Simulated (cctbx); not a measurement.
# Resonant diffraction in Li2Fe2AgAsO6

Space group C2/m (no. 12), a = 13.4650 Å, b = 3.1540 Å, c = 6.2510 Å, α = 90.00°, β = 102.47°, γ = 90.00°.

```
atom  mult.       x    y       z  Ueq (Å²)
 Ag1      2       0  1/2     1/2    0.0065
 As1      2       0  1/2       0    0.0071
 Fe1      4  0.3305  1/2  0.6404    0.0156
  O1      4  0.1571  1/2  0.5694    0.0214
  O2      4  0.4945  1/2  0.2094    0.0324
  O3      4  0.3493    0  0.9009    0.0168
 Li1      4  0.3325  1/2  0.1947    0.0289
```

The model is made up (kin elements in a known structure type, no relaxation), so it says nothing on whether the phase exists.

Calculated with cctbx: free-atom f′ and f″ from the Sasaki tables, no fine structure; amplitudes in electrons.

| E (eV) | F 2 0 0 | F 2 0 2 | F 4 0 2 | F 0 0 3 |
| --- | --- | --- | --- | --- |
| 6512 | 108.8 | 137.4 | 61.2 | 8.8 |
| 6862 | 110.4 | 134.4 | 63.4 | 7.1 |
| 6992 | 111.9 | 131.8 | 65.4 | 6.7 |
| 7052 | 113.4 | 129.1 | 67.6 | 7.4 |
| 7082 | 114.8 | 126.7 | 69.6 | 8.6 |
| 7097 | 116.4 | 124.1 | 71.7 | 10.3 |
| 7104 | 117.7 | 121.7 | 73.6 | 12.0 |
| 7108 | 119.2 | 119.2 | 75.7 | 14.0 |
| 7116 | 119.2 | 120.5 | 75.6 | 14.1 |
| 7120 | 117.4 | 123.4 | 73.1 | 11.6 |
| 7127 | 115.9 | 126.0 | 70.9 | 9.4 |
| 7142 | 114.2 | 128.7 | 68.5 | 7.3 |
| 7172 | 112.5 | 131.4 | 66.2 | 5.6 |
| 7262 | 110.2 | 135.1 | 62.9 | 4.7 |
| 7512 | 107.7 | 138.8 | 59.5 | 6.0 |

**Question.** Which edge is crossed, and why do the reflections move as they do?

The K edge of Fe. The edge is at 7112 eV. f′ of Fe falls from -3.8 e at 6992 eV to -7.3 e at 4 eV below it, and f″ steps from 0.47 to 3.94 e across it. Over that approach |F| changes by +7 % (2 0 0), -10 % (2 0 2), +16 % (4 0 2) and +109 % (0 0 3): a reflection falls where Fe scatters in phase with the total and rises where it scatters against it; it hardly moves where the Fe term is small or cancels by symmetry. Above the edge the larger f″ enters the imaginary part, where it can add to or cancel the other atoms' f″. The structure is centrosymmetric, so Friedel mates stay equal.

[Logs are printed without paths, hosts, clocks, repeated set-up lines and the standing remarks that a program may print on its own settings, such as how far it seeks lower states.]
